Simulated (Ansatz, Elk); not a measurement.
**How far do independent atoms describe CsRuBr3?**

Structure refinements treat a crystal as free atoms side by side. For a made-up structure of CsRuBr3 (cell and positions from a PBEsol relaxation) the runs below show what the calculated density changes in F(hkl).

Method: DFT, PBE, all-electron APW+lo, Dirac cores, scalar-relativistic bands, static density, no spin, in Elk 11.2.3 (patched build).

This account leaves out most program logs.

The structure was built from a prototype and need not be the compound's stable phase.

### 1. Starting point

The structure is cubic, space group Pm-3m (No. 221). Conventional cell: a = 5.133 Å, b = 5.133 Å, c = 5.133 Å, α = 90.00°, β = 90.00°, γ = 90.00°. Nearest to Cs lie 12 Br at 3.63 Å. Nearest to Ru lie 6 Br at 2.57 Å. Nearest to Br lie 2 Ru at 2.57 Å and 4 Cs at 3.63 Å. Farther neighbours and most contacts between anions are not listed.

Structure file:

```cif
data_structure
_symmetry_space_group_name_H-M 'Pm-3m'
_symmetry_Int_Tables_number 221
_cell_length_a 5.1331
_cell_length_b 5.1331
_cell_length_c 5.1331
_cell_angle_alpha 90.000
_cell_angle_beta 90.000
_cell_angle_gamma 90.000
_cell_volume 135.25
loop_
_atom_site_label
_atom_site_type_symbol
_atom_site_symmetry_multiplicity
_atom_site_Wyckoff_symbol
_atom_site_fract_x
_atom_site_fract_y
_atom_site_fract_z
_atom_site_occupancy
Cs1 Cs 1 a 0.00000 0.00000 0.00000 1
Ru1 Ru 1 b 0.50000 0.50000 0.50000 1
Br1 Br 3 c 0.50000 0.50000 0.00000 1
```

### 2. Ground state and structure factors

An all-electron density is needed, since X-rays see the cores too. Task 0 finds the density and task 195 Fourier-transforms it; tshift is off so that phases refer to the origin typed.

The input, elk.in:

```
tasks
  0
  195

xctype
  20

spinpol
  .false.

rgkmax
  7.0

gmaxvr
  14.0

lmaxo
  7

lmaxapw
  8

swidth
  0.002

tshift
  .false.

ramdisk
  .false.

hmaxvr
  5.5

maxscl
  120

epspot
  1e-06

sppath
  './'

avec
  9.70022587963 0.00000000000 0.00000000000
  -0.00000000000 9.70022587963 -0.00000000000
  0.00000000000 -0.00000000000 9.70022587963

atoms
  3
  'Cs.in'
  1
  -0.0000000000 -0.0000000000 -0.0000000000   0.000000 0.000000 0.000000
  'Ru.in'
  1
  0.5000000000 0.5000000000 0.5000000000   0.000000 0.000000 0.000000
  'Br.in'
  3
  0.5000000000 0.5000000000 0.0000000000   0.000000 0.000000 0.000000
  0.5000000000 0.0000000000 0.5000000000   0.000000 0.000000 0.000000
  0.0000000000 0.5000000000 0.5000000000   0.000000 0.000000 0.000000

ngridk
  5 5 5
```

The run is started by

```
> OMP_NUM_THREADS=4 elk
```

Elapsed: 26 s, on 4 threads of Intel Xeon Platinum 8559C (Emerald Rapids), shared host; peak memory 0.26 GiB.

SFACRHO.OUT:

```text

h k l indices transformed by vhmat matrix:
   1.000000000       0.000000000       0.000000000    
   0.000000000       1.000000000       0.000000000    
   0.000000000       0.000000000       1.000000000    

      h      k      l  multipl.   |H|            Re(F)            Im(F)           |F|

      0      0      0      1   0.0000000       204.00000      0.71713510E-15   204.00000    
      0      0      1      6  0.64773598      -22.674211      0.11527755E-13   22.674211    
      0     -1      1     12  0.91603701       55.927206      0.57369317E-15   55.927206    
     -1     -1     -1      8   1.1219116       97.067687      0.63375941E-14   97.067687    
      0      0     -2      6   1.2954720       163.51650      0.22062038E-13   163.51650    
     -1     -2      0     24   1.4483817      -18.223905     -0.18677051E-13   18.223905    
     -2      1      1     24   1.5866226       48.271807     -0.12452401E-13   48.271807    
     -2      2      0     12   1.8320740       144.22858     -0.10590913E-14   144.22858    
     -2      1     -2     24   1.9432079      -15.998952     -0.51594787E-14   15.998952    
     -3      0      0      6   1.9432079      -15.697317     -0.29319498E-13   15.697317    
      0      3     -1     24   2.0483210       43.297480     -0.73220825E-14   43.297480    
      3     -1      1     24   2.1482972       77.134622     -0.27007939E-13   77.134622    
      2      2      2      8   2.2438233       132.15561     -0.54436250E-13   132.15561    
      0      3     -2     24   2.3354453      -14.414066      0.20076379E-13   14.414066    
     -3      1      2     48   2.4236061       40.103508      0.54971463E-13   40.103508    
      4      0      0      6   2.5909439       123.10083     -0.33315316E-13   123.10083    
     -1      0      4     24   2.6706839      -13.335325      0.40279790E-14   13.335325    
      2     -3     -2     24   2.6706839      -13.428746     -0.25298560E-13   13.428746
```

Elk indexes on the primitive cell of elk.in and gives |H| = 4π sin θ/λ in inverse bohr. Below, one row stands for each form hkl of the conventional cell (m members, Friedel mates merged), F is for one primitive cell and the density is static (no thermal factor). Free-atom factors are Waasmaier and Kirfel's, and R is Σm||F|−|F'||/Σm|F|.

| hkl | m | sin θ/λ (Å⁻¹) | abs F, DFT | neutral atoms | diff. |
| --- | --- | --- | --- | --- | --- |
| 100 | 6 | 0.097 | 22.674 | 22.718 | -0.044 |
| 110 | 12 | 0.138 | 55.927 | 56.105 | -0.178 |
| 111 | 8 | 0.169 | 97.068 | 96.713 | +0.355 |
| 200 | 6 | 0.195 | 163.517 | 163.547 | -0.030 |
| 210 | 24 | 0.218 | 18.224 | 18.339 | -0.115 |
| 211 | 24 | 0.239 | 48.272 | 48.249 | +0.022 |
| 220 | 12 | 0.276 | 144.229 | 144.408 | -0.179 |
| 221 | 24 | 0.292 | 15.999 | 16.056 | -0.057 |
| 300 | 6 | 0.292 | 15.697 | 16.056 | -0.359 |
| 310 | 24 | 0.308 | 43.297 | 43.379 | -0.081 |
| 311 | 24 | 0.323 | 77.135 | 77.260 | -0.125 |
| 222 | 8 | 0.337 | 132.156 | 132.239 | -0.083 |
| 320 | 24 | 0.351 | 14.414 | 14.482 | -0.068 |
| 321 | 48 | 0.364 | 40.103 | 40.005 | +0.098 |
| 400 | 6 | 0.390 | 123.101 | 123.283 | -0.182 |
| 410 | 24 | 0.402 | 13.335 | 13.329 | +0.006 |
| 322 | 24 | 0.402 | 13.429 | 13.329 | +0.099 |
| 330 | 12 | 0.413 | 37.586 | 37.480 | +0.106 |
| 411 | 24 | 0.413 | 37.597 | 37.480 | +0.118 |
| 331 | 24 | 0.425 | 67.698 | 67.975 | -0.277 |
| 420 | 24 | 0.436 | 116.054 | 116.120 | -0.066 |
| 421 | 48 | 0.446 | 12.553 | 12.471 | +0.083 |

### 3. The highest occupied states alone

An energy window below the Fermi level keeps the highest occupied states, to see at which angles they scatter; shallow core shells can lie inside it and anion s states outside. No new self-consistency is needed.

elk.in, as its differences from that of step 2:

```diff
@@ -1,3 +1,2 @@
 tasks
-  0
   195
@@ -40,2 +39,5 @@
 
+wsfac
+  -0.371220 0.480020
+
 sppath
```

The run is started by

```
> OMP_NUM_THREADS=4 elk
```

Elapsed: 12 s, on 4 threads; peak memory 0.17 GiB; 15 s of CPU time.

States within 15 eV below the Fermi level hold 30.22 electrons; any levels below the window count with the cores, and a count that is not whole means the window cuts a band. Their amplitudes can exceed the total, where window and core parts have opposite phase:

```csv
hkl,sin θ/λ (Å⁻¹),"abs F, window","abs F, all"
100,0.097,5.161,22.674
110,0.138,4.678,55.927
111,0.169,4.055,97.068
200,0.195,7.906,163.517
210,0.218,2.292,18.224
211,0.239,1.902,48.272
220,0.276,1.771,144.229
221,0.292,1.223,15.999
300,0.292,0.807,15.697
310,0.308,0.538,43.297
```

### 4. Another functional

The difference from free atoms is small, so it is set against the change that LDA (Perdew-Wang) makes.

elk.in, as its differences from that of step 3:

```diff
@@ -1,2 +1,3 @@
 tasks
+  0
   195
@@ -4,3 +5,3 @@
 xctype
-  20
+  3
 
@@ -39,5 +40,2 @@
 
-wsfac
-  -0.371220 0.480020
-
 sppath
```

The run is started by

```
> OMP_NUM_THREADS=4 elk
```

It took 15 s on 4 threads; peak memory 0.19 GiB.

Against the first run R = 0.04 %; the largest change is -0.070 at 511.

### 5. Basis size

A smaller basis shows how fast F responds to it; the change is likely larger than the basis error of the first run, but doesn't show convergence.

elk.in, as its differences from that of step 4:

```diff
@@ -5,3 +5,3 @@
 xctype
-  3
+  20
 
@@ -11,3 +11,3 @@
 rgkmax
-  7.0
+  5.5
```

The run is started by

```
> OMP_NUM_THREADS=4 elk
```

The job ended after 23 s (4 threads; peak memory 0.25 GiB).

Against the first run R = 0.03 %; the largest change is -0.108 at 200.

### 6. Settings against the effect

| run | R against the first run (%) | R against neutral atoms, low angle (%) | wall time |
| --- | --- | --- | --- |
| PBE, rgkmax 7 | 0.00 | 0.23 | 26 s |
| LDA (Perdew-Wang) | 0.04 | 0.22 | 15 s |
| rgkmax 5.5 | 0.03 | 0.25 | 23 s |

### 7. What came out

| Property | Result |
| --- | --- |
| R against neutral atoms, sin θ/λ < 0.3 Å⁻¹ | 0.23 % |
| R against neutral atoms, 0.3 to 0.83 Å⁻¹ | 0.24 % |

**Reading.** Independent neutral atoms miss the calculated amplitudes by R = 0.23 % below 0.3 Å⁻¹ and 0.24 % from there to 0.83 Å⁻¹; by shells, 0.30 % below 0.15 Å⁻¹ (2 forms), 0.22 % 0.15 to 0.3 (7 forms), 0.23 % 0.3 to 0.45 (13 forms), 0.24 % above 0.45 (71 forms). Bonding, aspherical density and the tables' own atoms all enter these figures, and the runs don't part them. The largest change of an amplitude is -0.36 electrons, at 300. The window's part falls from 30.2 electrons at the origin to at most 0.64 between 0.45 and 0.83 Å⁻¹. Below 0.3 Å⁻¹ the changes that finished (LDA (Perdew-Wang) and rgkmax 5.5) move F by R = 0.05 % at most, against the 0.23 % that separates it from free atoms. A single amplitude moves by up to 0.11 electrons, against 0.36 for the largest difference from free atoms. The k-mesh has no finished test. These runs have no spin, though d or f shells may be open. Part of the difference isn't bonding: the tables are fits to free atoms and ions calculated by other methods than this functional. Thermal motion, anomalous dispersion and extinction are left out.

[Logs are printed without paths, hosts, clocks, repeated set-up lines and the standing remarks that a program may print on its own settings, such as how far it seeks lower states.]

[Hosts, paths, dates, database ids (printed as entryN), source tags and the programs' standing remarks are cut or masked in the printed files.]
